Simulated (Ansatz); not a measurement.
# YCrIn, from a guessed structure to a relaxed one, part 2 of 2

Starting from a made-up structure for YCrIn, the aim is the relaxed cell, its shortest contacts and, where a second run follows, its electronic structure.

Ansatz 0.2.0; DFT, PBEsol, plane-wave PAW, files of the set soft_1, scalar-relativistic, ferromagnetic start, cell and ions relaxed at zero pressure; PAW set soft_1 (the session's first sound run).

So far: Starting point; Relaxing cell and atoms. The relaxed cell has a = 4.789, c = 3.409 Å (conventional setting).

**3. Bands of the relaxed cell**

With the geometry fixed, one more self-consistent run, with a narrower smearing and the mesh shown in its input, gives the bands, and its pressure, and its forces where symmetry allows any, show how far the geometry depends on these settings.

This step: DFT, PBEsol, plane-wave PAW, files of the set soft_1, scalar-relativistic, ferromagnetic start, bands and density of states at the relaxed cell; PAW set soft_1 (Ansatz 0.2.0).

Input file input.yaml:

```yaml
crystal:
  lattice:
    - [4.7886055651, 0.0, 0.0]
    - [-2.3943027826, 4.1470540681, 0.0]
    - [0.0, 0.0, 3.4088459909]
  atoms:
    - { symbol: In, position: [0.6666666667, 0.3333333333, 0.5] }
    - { symbol: "Y", position: [0.0, 0.0, 0.0] }
    - { symbol: Cr, position: [0.3333333333, 0.6666666667, 0.5], spin: 3.5 }
magnetization:
  spin_polarized: true
kpoints:
  mp_grid: { grid: [8, 8, 10] }
  band_path:
    path:
      - [[0.0, 0.0, 0.0], [0.5, 0.0, 0.0], [0.33333333, 0.33333333, 0.0], [0.0, 0.0, 0.0], [0.0, 0.0, 0.5], [0.5, 0.0, 0.5], [0.33333333, 0.33333333, 0.5], [0.0, 0.0, 0.5]]
      - [[0.5, 0.0, 0.5], [0.5, 0.0, 0.0]]
      - [[0.33333333, 0.33333333, 0.0], [0.33333333, 0.33333333, 0.5]]
    npoints: 8
scf:
  occupations: { method: fermi_dirac, width: 0.03 }
  n_extra_bands: 9
hamiltonian:
  xc: pbesol
  pseudopotentials: { kind: paw, azcp: { folder: soft_1 }, xc_functional: pbe }
output:
  forces: true
  stress: true
  write_bands: true
  dos: { projected: true }
  write_density: true
  write_potential: true
  elf: true
  volumetric_format: npy
```

The run is started by

```
$ ansatz run input.yaml --threads 4 --pin off --max-ram 8192MiB --backend cpu --events-out ev --progress --plain --runs-dir out
```

Numbers of over 12 decimals in the logs are rounded to 6 here.

Output:

```text
[...]
Crystal: 3 atoms, lattice volume = 67.695 Å³
Basis set: ecut = 420 eV, 1283 PW (Γ), exchange–correlation on 72×72×48 points (8 copies of the dense FFT grid, shifted against one another)
Bands: 28, of which v1, the nominal top of the filled ones, is band 19 counted from 1 (18 counted from 0)
Symmetry: 12 space group operations
[...]
k-points: 60 of 640 (time reversal used)
[...]
Starting moments: Σ|m| = 3.5 μB on 1 of 3 sites
[...]
SCF iter   1: F=—  HF=-12669.931045 eV  |F-HF|=—  |Δ(HF+E_count)|=         —  Δρ=5.12e-2 (↑5.12e-2 ↓3.25e-2)  dr2=5.46e0  dr2_m=8.49e-2  M=3.485 μB ∫|m|=3.735 μB  β_m=0.30  ethr=3.10e-3  ⟨swp⟩=5.2  Hψ=13156  notcnv=0
[...]
SCF iter  11: F=-12669.546167 eV  HF=-12669.546167 eV  |F-HF|=3.86e-8  |Δ(HF+E_count)|=   1.16e-9  Δρ=5.80e-6 (↑5.80e-6 ↓9.48e-7)  dr2=4.06e-8  dr2_m=3.97e-9  M=4.066 μB ∫|m|=4.472 μB  ethr=4.10e-11  ⟨swp⟩=10.3  Hψ=19125  notcnv=0
SCF 1 converged in 11 iterations: F = -12669.546167 eV  dr2 = 4.06e-8
[...]
NSCF: frozen V_eff on 75 k-points
SCF converged after 11 iterations
Magnetization: 4.0660 μB (21.0330 up, 16.9670 down)
Absolute magnetization: 4.4790 μB (∫|ρ↑−ρ↓|, with the PAW one-centre terms)
[...]
Per-site moments (μB) at R_I (Å): [(-0.020811, 1.140440), (0.019656, 1.339745), (3.519399, 1.140440)]
Free energy (F): -12669.546167 eV
[...]
Internal energy: -12669.540267 eV  (E = F + TS)
E sigma→0 (E₀):  -12669.543217 eV
Entropy (-TS):   -0.005900 eV (-1.967 meV/atom)
Fermi energy:    11.771144 eV
[...]
--- Stress (GPa, compression-positive) ---
        0.418112       0.000000      -0.000000
        0.000000       0.418112       0.000000
       -0.000000       0.000000      -0.330678
  P = ⅓ Tr σ = 0.1685 GPa (1.685 kbar)
--- Band table (eV; the first three rows and the last of 120) ---
  k-point 0 ↑: bands = [... 15 lower, 9.3380, 9.4388, 10.6139, 10.6139, 11.3041, 11.3041, 12.0540, 14.2215, ... 5 higher]
  k-point 1 ↑: bands = [... 15 lower, 9.3358, 9.5083, 10.4888, 10.4888, 11.4988, 11.4988, 12.2461, 14.2318, ... 5 higher]
  k-point 2 ↑: bands = [... 15 lower, 9.3281, 9.6405, 10.2500, 10.2500, 11.9572, 11.9572, 12.5219, 14.0827, ... 5 higher]
  k-point 59 ↓: bands = [... 15 lower, 9.6753, 11.6284, 11.9015, 12.3025, 12.7835, 13.2949, 13.3991, 14.5866, ... 5 higher]
```

It took 6.8 s on 4 threads of Intel Xeon Platinum 8488C (Sapphire Rapids), shared host; peak memory 0.63 GiB.

Reading the cycles: dr2 is the Hartree energy of the density residual (eV), the measure of convergence; HF is the Harris–Foulkes estimate of the energy, which meets the free energy F at convergence.

This step gave:

```
free energy             : -12669.5462 eV
energy at zero smearing : -12669.5432 eV
smearing term TS        : 0.005900 eV
Fermi energy            : 11.77 eV
magnetization           : 4.066 μB
absolute magnetization  : 4.479 μB
site moments            : -0.02081, 0.01966, 3.519 μB
pressure                : 0.1685 GPa
```

From bands.tsv, the bands that come nearest the Fermi level along the path, at its corners, in eV from the Fermi level:

| point | band_19_up | band_20_up | band_21_up | band_22_up | band_15_dn | band_16_dn | band_17_dn | band_18_dn |
| --- | --- | --- | --- | --- | --- | --- | --- | --- |
| Γ | -0.47 | -0.47 | 0.28 | 2.45 | -1.46 | -0.76 | 0.70 | 1.28 |
| M | -1.19 | -0.49 | 0.67 | 2.00 | -1.22 | -0.59 | 1.09 | 1.27 |
| K | -1.20 | -1.08 | 1.15 | 1.94 | -2.96 | 0.46 | 0.48 | 1.21 |
| Γ | -0.47 | -0.47 | 0.28 | 2.45 | -1.46 | -0.76 | 0.70 | 1.28 |
| A | -0.17 | 1.49 | 1.49 | 2.58 | -1.08 | -1.08 | 0.14 | 0.14 |
| L | -1.18 | -0.74 | -0.30 | 0.04 | -1.44 | -1.03 | 0.17 | 0.88 |
| H | -0.57 | -0.48 | -0.28 | -0.09 | -2.05 | -0.07 | 0.12 | 0.47 |
| A | -0.17 | 1.49 | 1.49 | 2.58 | -1.08 | -1.08 | 0.14 | 0.14 |
| L | -1.18 | -0.74 | -0.30 | 0.04 | -1.44 | -1.03 | 0.17 | 0.88 |
| M | -1.19 | -0.49 | 0.67 | 2.00 | -1.22 | -0.59 | 1.09 | 1.27 |
| K | -1.20 | -1.08 | 1.15 | 1.94 | -2.96 | 0.46 | 0.48 | 1.21 |
| H | -0.57 | -0.48 | -0.28 | -0.09 | -2.05 | -0.07 | 0.12 | 0.47 |

Spin density in the ab plane at fractional z = 0.500, with atoms of In and Cr within 0.2 Å of it.

Ten even steps from '_' (0.0 e/Å³) to '@' (4.2 e/Å³), each cell a mean:
```
____________________________
____________________________
________..::::______________
______..++##==..____________
______==@@%%--______________
____..==**==..______________
______....__________________
____________________________
____________________________
____________________________
____________________________
____________________________
____________________________
____________________________
```
Columns run along a (4.8 Å), rows up along b (4.8 Å). Atoms in or near the plane, at fractional coordinates: In at (0.67, 0.33), Cr at (0.33, 0.67).

Valence density in the ab plane at fractional z = 0.500, with atoms of In and Cr within 0.2 Å of it. It is the smooth field of the valence electrons, not physical close to the nuclei.

Ten steps, logarithmic in the rise over the least value, from '_' (0 e/Å³) to '@' (19 e/Å³), each cell a mean:
```
__________........__________
________..----::..__________
______::++****==..__________
____::++%%@@%%==..__________
__..==%%@@@@##--..__......__
..::++%%@@##==......::::....
..::==****==....::--====--..
....::::::....::++**##**==..
__________....==##%%%%**--..
__________..::++##%%##++::..
__________..--**####++::..__
__________..::==++==::..____
__________....::::....______
__________..........________
```
Columns run along a (4.8 Å), rows up along b (4.8 Å). Atoms in or near the plane, at fractional coordinates: In at (0.67, 0.33), Cr at (0.33, 0.67).

ELF in the ab plane at fractional z = 0.500, with atoms of In and Cr within 0.2 Å of it. It is the smooth field of the valence electrons, not physical close to the nuclei.

Ten even steps from '_' (0.01) to '@' (0.88), each cell a mean:
```
::--++++==--::::--++++==::::
--==++--::::::::::==++==----
++++--::==**++--::--++++++++
**==::==%%@@##--::==********
++::--##@@@@**::--++++==++++
==::==##%%##--::====------==
--::--++++--::----::::::::--
==::::::::::==--::..__..::--
++------====--::______..::==
**++++++**==--..______::--++
++++++****==::..____..--==**
==--==++**==::::::::--==++++
::::--++**==--------++**++--
..::==****++======++**++--::
```
Columns run along a (4.8 Å), rows up along b (4.8 Å). Atoms in or near the plane, at fractional coordinates: In at (0.67, 0.33), Cr at (0.33, 0.67).

**4. Results**

- space group, relaxed: P-6m2
- conventional cell: a = 4.789, b = 4.789, c = 3.409 Å; α = 90.0°, β = 90.0°, γ = 120.0°
- volume per atom: 22.56 Å³ (guess 23.32)
- total moment: 3.95 μB in the cell of 3 atoms

In words: YCrIn relaxes to P-6m2 with a = 4.789, b = 4.789 and c = 3.409 Å. The guessed volume was 3 % too large. The space group P-6m2 was held in the relaxation, so the end point is a stationary structure within it and may be a saddle against distortions or other arrangements. The input starts from parallel moments, and no other start was typed. Bands cross the Fermi level, so it is a metal or semimetal at this level. On the 8×8×10 mesh with the narrower smearing (relaxed on 7×7×8) the forces vanish, as symmetry may demand, and the largest stress component is 0.418 GPa, against the relaxation's thresholds of 0.015 eV/Å and 0.05 GPa. The cutoff wasn't tested. No dispersion term is used, so weakly bound directions may come out too long. Nothing here tests whether the compound is stable against decomposition.

[Logs are printed without paths, hosts, clocks, repeated set-up lines and the standing remarks that a program may print on its own settings, such as how far it seeks lower states.]

[Hosts, paths, dates, database ids (printed as entryN), source tags and the programs' standing remarks are cut or masked in the printed files.]
